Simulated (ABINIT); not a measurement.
**LiHS (Ama2): a self-consistent loop beyond G0W0, cycle by cycle**

How far does self-consistency move the gap of LiHS (Ama2)?

Main program and level: ABINIT 10.8.3; PBEsol and many-body steps on it, plane waves.

## Step 1: The structure

The structure is orthorhombic, space group Ama2 (No. 40). The conventional cell has a = 6.157 Å, b = 5.618 Å, c = 5.515 Å, α = 90.00°, β = 90.00°, γ = 90.00°. Nearest to Li lie 4 S at 2.49 to 2.51 Å. Nearest to H lie 1 S at 1.35 Å. S has 1 H at 1.35 Å and 4 Li at 2.49 to 2.51 Å nearest. Farther neighbours and most contacts between anions are not listed.

Structure file:

```cif
data_structure
_symmetry_space_group_name_H-M 'Ama2'
_symmetry_Int_Tables_number 40
_cell_length_a 6.1569
_cell_length_b 5.6184
_cell_length_c 5.5148
_cell_angle_alpha 90.000
_cell_angle_beta 90.000
_cell_angle_gamma 90.000
_cell_volume 190.77
loop_
_atom_site_label
_atom_site_type_symbol
_atom_site_symmetry_multiplicity
_atom_site_Wyckoff_symbol
_atom_site_fract_x
_atom_site_fract_y
_atom_site_fract_z
_atom_site_occupancy
Li1 Li 4 a 0.50000 0.00000 0.50166 1
H1 H 4 b 0.25000 0.57480 0.55829 1
S1 S 4 b 0.75000 0.26171 0.73705 1
```

The cell and positions come from the Crystallography Open Database and are kept as given unless a step says otherwise.

## Step 2: Empty states on the mesh, 2×2×2 mesh, 79 bands

This step: ABINIT 10.8.3; DFT, PBEsol, plane waves, norm-conserving pseudopotentials.

The sums over transitions need many empty states on a uniform mesh; this step solves for them.

run.abi reads:

```
acell 3*1.0 Angstrom
rprim 
  6.156870000000 0.000000000000 0.000000000000
  0.000000000000 2.809205000000 2.757390000000
  0.000000000000 -2.809205000000 2.757390000000
ntypat 3
znucl 3 1 16
natom 6
typat 1 1 2 2 3 3
xred 
  0.500000000000 0.501660000000 0.501660000000
  0.000000000000 0.501660000000 0.501660000000
  0.250000000000 0.133090000000 0.983490000000
  0.750000000000 0.983490000000 0.133090000000
  0.750000000000 0.998760000000 0.475340000000
  0.250000000000 0.475340000000 0.998760000000
pp_dirpath "pseudos"
pseudos "Li.upf, H.upf, S.upf"
ecut 33
ngkpt 2 2 2
nshiftk 1
shiftk 0 0 0
kptopt 1
chksymbreak 0
iscf -2
irdden 1
istwfk *1
nband 79
nbdbuf 6
tolwfr 1e-09
nstep 60
prtvol 0
indata_prefix "in"
outdata_prefix "out"
tmpdata_prefix "tmp"
```

Command:

```sh
$ OMP_NUM_THREADS=1 mpirun -n 8 abinit run.abi > log
```

Numbers of over 12 decimals in the logs are rounded to 6 here.

Output:

```text
.Version 10.8.3 of ABINIT. v10.8.2 released Aug 2026.

 Symmetries : space group Am a 2 (# 40); Bravais oC (1-face-center ortho.)
[... echo of the input left out ...]
== DATASET  1 ==================================================================
-   mpi_nproc: 8, omp_nthreads: 1 (-1 if OMP is not activated)
-    --> not optimal distribution: autoparal keyword recommended in input file <--

--- !DatasetInfo
iteration_state: {dtset: 1, }
dimensions: {natom: 6, nkpt: 6, mband: 79, nsppol: 1, nspinor: 1, nspden: 1, mpw: 5848, }
cutoff_energies: {ecut:  33.0, pawecutdg:  -1.0, }
[...]
1.19293    1.24409    1.26322    1.31366    1.32551    1.33404    1.35426    1.37694
   1.38007    1.38587    1.38865    1.39951    1.40971    1.43017    1.49448    1.49976
   1.52096    1.52705    1.52974    1.54088    1.54384    1.55826    1.56960
 prteigrs : prtvol=0 or 1, do not print more k-points.

== END DATASET(S) ==============================================================
================================================================================

 -outvars: echo values of variables after computation  --------
            nband          79
             nkpt           6
          spgroup          40
 [... the other variables as echoed above ...]

 Calculation completed.
```

Wall time 14 s (8 MPI ranks of Arm Neoverse V1, shared host); peak memory 0.57 GiB; 1.8 min of CPU time.

Numbers from this step:

| Item | Value |
| --- | --- |
| gap | 3.330 eV |
| k of the valence top | 0, 0, 0 |
| k of the conduction bottom | 0, 0, 0 |
| least direct gap | 3.330 eV |
| k points computed | 6 |
| lowest point of the top converged band, above the valence top | 38.80 eV |

On this mesh the gap is 3.330 eV.

The density comes from a self-consistent run that is not shown.

## Step 3: Screening, 2×2×2 mesh, 73 bands, screening to 106.1 eV

The RPA dielectric matrix is built and inverted for each q.

This step: RPA screening on PBEsol, plane waves, norm-conserving pseudopotentials.

Changes to run.abi since step 2:

```diff
@@ -24,10 +24,11 @@
 chksymbreak 0
-iscf -2
-irdden 1
 istwfk *1
-nband 79
-nbdbuf 6
-tolwfr 1e-09
-nstep 60
-prtvol 0
+occopt 1
+irdwfk 1
+optdriver 3
+nband 73
+ecuteps 3.9
+inclvkb 2
+awtr 1
+symchi 1
 indata_prefix "in"
```

Output:

```text
.Version 10.8.3 of ABINIT. v10.8.2 released Aug 2026.

 Symmetries : space group Am a 2 (# 40); Bravais oC (1-face-center ortho.)
[... echo of the input left out ...]
== DATASET  1 ==================================================================
-   mpi_nproc: 8, omp_nthreads: 1 (-1 if OMP is not activated)

--- !DatasetInfo
iteration_state: {dtset: 1, }
dimensions: {natom: 6, nkpt: 6, mband: 73, nsppol: 1, nspinor: 1, nspden: 1, mpw: 5848, }
cutoff_energies: {ecut:  33.0, pawecutdg:  -1.0, }
electrons: {nelect:   2.00000000E+01, charge:   0.00000000E+00, occopt:   1.00000000E+00, tsmear:   1.00000000E-02, }

 SCREENING: Calculation of the susceptibility and dielectric matrices

 Based on a program developped by R.W. Godby, V. Olevano, G. Onida, and L. Reining.
 Incorporated in ABINIT by V. Olevano, G.-M. Rignanese, and M. Torrent.
.Using double precision arithmetic ; gwpc =  8

[... cell and pseudopotentials left out ...]
--------------------------------------------------------------------------------

 ==== K-mesh for the wavefunctions ====
 Number of points in the irreducible wedge :     6
[... list of points left out ...]
 Together with  4 symmetry operations and time-reversal symmetry
 yields     8 points in the full Brillouin Zone.

 ==== Q-mesh for the screening function ====
 Number of points in the irreducible wedge :     6
[... list of points left out ...]
 Together with  4 symmetry operations and time-reversal symmetry
 yields     8 points in the full Brillouin Zone.

 setmesh: FFT mesh size selected  =    48x   30x   30
          total number of points  =        43200

 vcoul_init : cutoff-mode = AUXILIARY_FUNCTION
 q-points for optical limit:   1
     1)      0.000010    0.000020    0.000030

- screening: taking advantage of time-reversal symmetry
- Maximum band index for partially occupied states nbvw = 10
- Remaining bands to be divided among processors   nbcw = 63
- Number of bands treated by each node ~7

 Number of electrons calculated from density =   20.0000; Expected =   20.0000
 average of density, n =  0.031071
 r_s =    1.9733
 omega_plasma =   17.0034 [eV]

 calculating chi0 at frequencies [eV] :
  1    0.000000E+00    0.000000E+00
  2    0.000000E+00    1.700343E+01

--------------------------------------------------------------------------------
  q-point number  1        q = ( 0.000000, 0.000000, 0.000000) [r.l.u.]
--------------------------------------------------------------------------------
[... chi0 elements left out ...]
 For q-point:  0.000010 0.000020 0.000030
  dielectric constant =   3.7276
  dielectric constant without local fields =   4.6170

  Average fulfillment of the sum rule on Im[epsilon] for q-point    1 :     61.77  [%]
[... wings left out ...]
  q-point number  2        q = ( 0.500000, 0.000000, 0.000000) [r.l.u.]
--------------------------------------------------------------------------------
[... chi0 elements left out ...]
  Average fulfillment of the sum rule on Im[epsilon] for q-point    2 :     70.92  [%]

 [... 4 further q-points ...]
```

It took 6.1 s on 8 MPI ranks; peak memory 1.2 GiB.

Numbers from this step:

```yaml
eps_infinity_with_local_fields_on_this_mesh_along_the_program_s_q_direction: 3.728
the_same_without_local_fields: 4.617
plasma_frequency: 17.00 eV
plane_waves_in_the_screening_matrix: 239
```

Local fields lower ε∞ by 19 %. On a Γ-centred mesh this coarse the value itself is usually too large, while a short band sum pulls it down.

## Step 4: G0W0

The self-energy is evaluated for the states that the input lists, and the levels follow from it, in one-shot runs by the linearised quasiparticle equation.

This step: G0W0 on PBEsol, plane waves, norm-conserving pseudopotentials.

Changes to run.abi since step 3:

```diff
@@ -27,8 +27,15 @@
 irdwfk 1
-optdriver 3
+optdriver 4
 nband 73
+gwcalctyp 0
+ecutsigx 33
+symsigma 1
+nkptgw 1
+kptgw 
+  0.0000000000 0.0000000000 0.0000000000
+bdgw 
+  9 12
 ecuteps 3.9
-inclvkb 2
-awtr 1
-symchi 1
+irdscr 1
+ppmodel 1
 indata_prefix "in"
```

Output:

```text
.Version 10.8.3 of ABINIT. v10.8.2 released Aug 2026.

 Symmetries : space group Am a 2 (# 40); Bravais oC (1-face-center ortho.)
[... echo of the input left out ...]
== DATASET  1 ==================================================================
-   mpi_nproc: 8, omp_nthreads: 1 (-1 if OMP is not activated)

--- !DatasetInfo
iteration_state: {dtset: 1, }
dimensions: {natom: 6, nkpt: 6, mband: 73, nsppol: 1, nspinor: 1, nspden: 1, mpw: 5848, }
cutoff_energies: {ecut:  33.0, pawecutdg:  -1.0, }
electrons: {nelect:   2.00000000E+01, charge:   0.00000000E+00, occopt:   1.00000000E+00, tsmear:   1.00000000E-02, }

 SIGMA: Calculation of the GW corrections

 Based on a program developped by R.W. Godby, V. Olevano, G. Onida, and L. Reining.
 Incorporated in ABINIT by V. Olevano, G.-M. Rignanese, and M. Torrent.
.Using double precision arithmetic ; gwpc =  8

[... cell and pseudopotentials left out ...]
--------------------------------------------------------------------------------

 ==== K-mesh for the wavefunctions ====
 Number of points in the irreducible wedge :     6
[... list of points left out ...]
 Together with  4 symmetry operations and time-reversal symmetry
 yields     8 points in the full Brillouin Zone.

 ==== Q-mesh for screening function ====
 Number of points in the irreducible wedge :     6
[... list of points left out ...]
 Together with  4 symmetry operations and time-reversal symmetry
 yields     8 points in the full Brillouin Zone.

 vcoul_init : cutoff-mode = AUXILIARY_FUNCTION
 q-points for optical limit:   1
     1)      0.000010    0.000020    0.000030
 setmesh: FFT mesh size selected  =    64x   40x   40
          total number of points  =       102400

 Number of electrons calculated from density =   20.0000; Expected =   20.0000
 average of density, n =  0.031071
 r_s =    1.9733
 omega_plasma =   17.0034 [eV]

 === KS Band Gaps ===
  >>>> For spin  1
   Minimum direct gap =   3.3299 [eV], located at k-point      :   0.0000  0.0000  0.0000
   Fundamental gap    =   3.3299 [eV], Top of valence bands at :   0.0000  0.0000  0.0000
                                       Bottom of conduction at :   0.0000  0.0000  0.0000
 SIGMA fundamental parameters:
 PLASMON POLE MODEL  1
 number of plane-waves for SigmaX                 5839
 number of plane-waves for SigmaC and W            239
 number of plane-waves for wavefunctions          5839
 number of bands                                    73
 number of independent spin polarizations            1
 number of spinorial components                      1
 number of k-points in IBZ                           6
 number of q-points in IBZ                           6
 number of symmetry operations                       4
 number of k-points in BZ                            8
 number of q-points in BZ                            8
 number of frequencies for dSigma/dE                 9
 frequency step for dSigma/dE [eV]                0.25
 number of omega for Sigma on real axis              0
 max omega for Sigma on real axis  [eV]           0.00
 zcut for avoiding poles [eV]                     0.10

 EPSILON^-1 parameters (SCR file):
 dimension of the eps^-1 matrix on file            239
 dimension of the eps^-1 matrix used               239
 number of plane-waves for wavefunctions          5839
 number of bands                                    73
 number of q-points in IBZ                           6
 number of frequencies                               2
 number of real frequencies                          1
 number of imag frequencies                          1

 matrix elements of self-energy operator (all in [eV])

 Perturbative Calculation

--- !SelfEnergy_ee
iteration_state: {dtset: 1, }
kpoint     : [   0.000,    0.000,    0.000, ]
spin       : 1
KS_gap     :    3.330
QP_gap     :    5.474
Delta_QP_KS:    2.144
data: !SigmaeeData |
     Band     E0 <VxcDFT>   SigX SigC(E0)      Z dSigC/dE  Sig(E)    E-E0       E
        9  -0.707 -12.411 -15.817   2.127   0.795  -0.258 -13.428  -1.017  -1.724
       10  -0.122 -12.727 -15.736   1.901   0.797  -0.254 -13.611  -0.883  -1.005
       11   3.208  -8.834  -4.303  -3.007   0.827  -0.209  -7.573   1.260   4.468
       12   3.571  -8.614  -4.145  -2.916   0.828  -0.208  -7.328   1.286   4.857

== END DATASET(S) ==============================================================
================================================================================

 -outvars: echo values of variables after computation  --------
           etotal      0.0000000000E+00
            nband          73
             nkpt           6
          spgroup          40
 [... the other variables as echoed above ...]

 Calculation completed.
```

The job ended after 3.1 s (8 MPI ranks; peak memory 0.85 GiB; 24 s of CPU time).

This step gave:

```yaml
g0w0_gap_on_the_points_computed: 5.473 eV
starting_gap_on_the_mesh: 3.330 eV
k_of_the_valence_top: 0, 0, 0
k_of_the_conduction_bottom: 0, 0, 0
z_at_the_valence_top: 0.797
z_at_the_conduction_bottom: 0.827
least_direct_g0w0_gap_on_the_computed_points: 5.473 eV
```

The gap on the mesh goes from 3.33 eV to 5.47 eV, a correction of +2.14 eV.

## Step 5: evGW0, cycle 1

This step: evGW0 on PBEsol, plane waves, norm-conserving pseudopotentials.

Changes to run.abi since step 4:

```diff
@@ -29,10 +29,20 @@
 nband 73
-gwcalctyp 0
+gwcalctyp 10
 ecutsigx 33
 symsigma 1
-nkptgw 1
+nkptgw 6
 kptgw 
   0.0000000000 0.0000000000 0.0000000000
+  0.5000000000 0.0000000000 0.0000000000
+  0.0000000000 0.5000000000 0.0000000000
+  0.5000000000 0.5000000000 0.0000000000
+  0.0000000000 0.5000000000 0.5000000000
+  0.5000000000 0.5000000000 0.5000000000
 bdgw 
-  9 12
+  1 14
+  1 14
+  1 14
+  1 14
+  1 14
+  1 14
 ecuteps 3.9
```

Output:

```text
.Version 10.8.3 of ABINIT. v10.8.2 released Aug 2026.

 Symmetries : space group Am a 2 (# 40); Bravais oC (1-face-center ortho.)
[... echo of the input left out ...]
== DATASET  1 ==================================================================
-   mpi_nproc: 8, omp_nthreads: 1 (-1 if OMP is not activated)

--- !DatasetInfo
iteration_state: {dtset: 1, }
dimensions: {natom: 6, nkpt: 6, mband: 73, nsppol: 1, nspinor: 1, nspden: 1, mpw: 5848, }
cutoff_energies: {ecut:  33.0, pawecutdg:  -1.0, }
electrons: {nelect:   2.00000000E+01, charge:   0.00000000E+00, occopt:   1.00000000E+00, tsmear:   1.00000000E-02, }

 SIGMA: Calculation of the GW corrections

 Based on a program developped by R.W. Godby, V. Olevano, G. Onida, and L. Reining.
 Incorporated in ABINIT by V. Olevano, G.-M. Rignanese, and M. Torrent.
.Using double precision arithmetic ; gwpc =  8

[... cell and pseudopotentials left out ...]
--------------------------------------------------------------------------------

 ==== K-mesh for the wavefunctions ====
 Number of points in the irreducible wedge :     6
[... list of points left out ...]
 Together with  4 symmetry operations and time-reversal symmetry
 yields     8 points in the full Brillouin Zone.

 ==== Q-mesh for screening function ====
 Number of points in the irreducible wedge :     6
[... list of points left out ...]
 Together with  4 symmetry operations and time-reversal symmetry
 yields     8 points in the full Brillouin Zone.

 vcoul_init : cutoff-mode = AUXILIARY_FUNCTION
 q-points for optical limit:   1
     1)      0.000010    0.000020    0.000030
 setmesh: FFT mesh size selected  =    64x   40x   40
          total number of points  =       102400

 Number of electrons calculated from density =   20.0000; Expected =   20.0000
[...]
data: !SigmaeeData |
     Band     E_DFT   <VxcDFT>   E(N-1)  <Hhartree>   SigX  SigC[E(N-1)]    Z     dSigC/dE  Sig[E(N)]  DeltaE  E(N)_pert E(N)_diago
[...]
--- !SelfEnergy_ee
iteration_state: {dtset: 1, }
kpoint     : [   0.500,    0.500,    0.500, ]
spin       : 1
KS_gap     :    6.511
QP_gap     :    8.508
Delta_QP_KS:    1.997
data: !SigmaeeData |
     Band     E_DFT   <VxcDFT>   E(N-1)  <Hhartree>   SigX  SigC[E(N-1)]    Z     dSigC/dE  Sig[E(N)]  DeltaE  E(N)_pert E(N)_diago
[...]
13     7.295    -8.115     7.295    15.410    -3.452    -3.111     0.833    -0.201    -6.823     1.292     8.587     8.846
       14     7.295    -8.115     7.295    15.410    -3.452    -3.111     0.833    -0.201    -6.823     1.292     8.587     8.846

 New Fermi energy :        6.435035E-02 Ha ,    1.751062E+00 eV
 New Exchange energy :    -7.884736E+00 Ha ,   -2.145546E+02 eV

 === QP Band Gaps ===
  >>>> For spin  1
   Minimum direct gap =   5.9616 [eV], located at k-point      :   0.0000  0.0000  0.0000
   Fundamental gap    =   5.9616 [eV], Top of valence bands at :   0.0000  0.0000  0.0000
                                       Bottom of conduction at :   0.0000  0.0000  0.0000

 writing QP data on file : out_QPS

 Convergence of QP corrections
 >>>>> For spin  1 <<<<<
.  kptgw no:  1; Maximum DeltaE = (  -7.634   0.001) for band index:  2
.  kptgw no:  2; Maximum DeltaE = (  -7.629  -0.001) for band index:  2
.  kptgw no:  3; Maximum DeltaE = (  -7.637   0.001) for band index:  2
.  kptgw no:  4; Maximum DeltaE = (  -7.627  -0.000) for band index:  1
.  kptgw no:  5; Maximum DeltaE = (  -7.656   0.002) for band index:  2
.  kptgw no:  6; Maximum DeltaE = (  -7.634  -0.001) for band index:  1

== END DATASET(S) ==============================================================
================================================================================

 -outvars: echo values of variables after computation  --------
           etotal      0.0000000000E+00
            nband          73
             nkpt           6
          spgroup          40
 [... the other variables as echoed above ...]

 Calculation completed.
```

Elapsed: 21 s, on 8 MPI ranks; peak memory 2.1 GiB.

Numbers from this step:

```yaml
quasiparticle_gap_on_the_mesh: 5.962 eV
gap_of_the_density_functional_on_the_mesh: 3.330 eV
k_of_the_valence_top: 0, 0, 0
k_of_the_conduction_bottom: 0, 0, 0
z_at_the_valence_top: 0.797
z_at_the_conduction_bottom: 0.827
least_direct_quasiparticle_gap_on_the_computed_points: 5.962 eV
```

Against G0W0 in ABINIT (2×2×2 mesh, 73 bands, screening to 106.1 eV, Godby-Needs plasmon pole), the gap moves by +0.489 eV. This first cycle still uses the starting levels; it takes the full correction, at all points of the mesh, and its linearised value is 5.473 eV.

## Step 6: evGW0, cycle 2

The corrected levels of the last cycle go back in.

Changes to run.abi since step 5:

```diff
@@ -50,2 +50,3 @@
 ppmodel 1
+irdqps 1
 indata_prefix "in"
```

Output:

```text
.Version 10.8.3 of ABINIT. v10.8.2 released Aug 2026.

 Symmetries : space group Am a 2 (# 40); Bravais oC (1-face-center ortho.)
[... echo of the input left out ...]
== DATASET  1 ==================================================================
-   mpi_nproc: 8, omp_nthreads: 1 (-1 if OMP is not activated)

--- !DatasetInfo
iteration_state: {dtset: 1, }
dimensions: {natom: 6, nkpt: 6, mband: 73, nsppol: 1, nspinor: 1, nspden: 1, mpw: 5848, }
cutoff_energies: {ecut:  33.0, pawecutdg:  -1.0, }
[...]
.  kptgw no:  4; Maximum DeltaE = (  -0.106   0.148) for band index:  3
.  kptgw no:  5; Maximum DeltaE = (  -0.186  -0.000) for band index: 14
.  kptgw no:  6; Maximum DeltaE = (  -0.165   0.016) for band index:  3

== END DATASET(S) ==============================================================
================================================================================

 -outvars: echo values of variables after computation  --------
           etotal      0.0000000000E+00
            nband          73
             nkpt           6
          spgroup          40
 [... the other variables as echoed above ...]

 Calculation completed.
```

Wall time 21 s (8 MPI ranks); peak memory 2.1 GiB; 2.8 min of CPU time.

Numbers from this step:

```yaml
quasiparticle_gap_on_the_mesh: 5.762 eV
gap_of_the_density_functional_on_the_mesh: 3.330 eV
k_of_the_valence_top: 0, 0, 0
k_of_the_conduction_bottom: 0, 0, 0
least_direct_quasiparticle_gap_on_the_computed_points: 5.762 eV
```

Against the cycle before, the gap moves by −0.200 eV.

(Continued in part 2 of 3.)

[Paths, hosts, dates, memory and timing lines, banners, echoed tables and standing remarks are left out of the program output.]

[Logs are printed without paths, hosts, clocks, repeated set-up lines and the standing remarks that a program may print on its own settings, such as how far it seeks lower states.]

[Runs of the session that timed out or met a known fault of the program may be left out.]

[Hosts, paths, dates, database ids (printed as entryN), source tags and the programs' standing remarks are cut or masked in the printed files.]

[G0W0 gaps are taken among the corrected bands and points alone; a level outside them can change the order at an edge.]

[Where Ansatz stands beside ABINIT at settings called matched, ABINIT's density can come from a denser mesh and the files from another edition; pairs whose starting gaps differed by over 0.03 eV were left out, so agreement reads better than it is.]
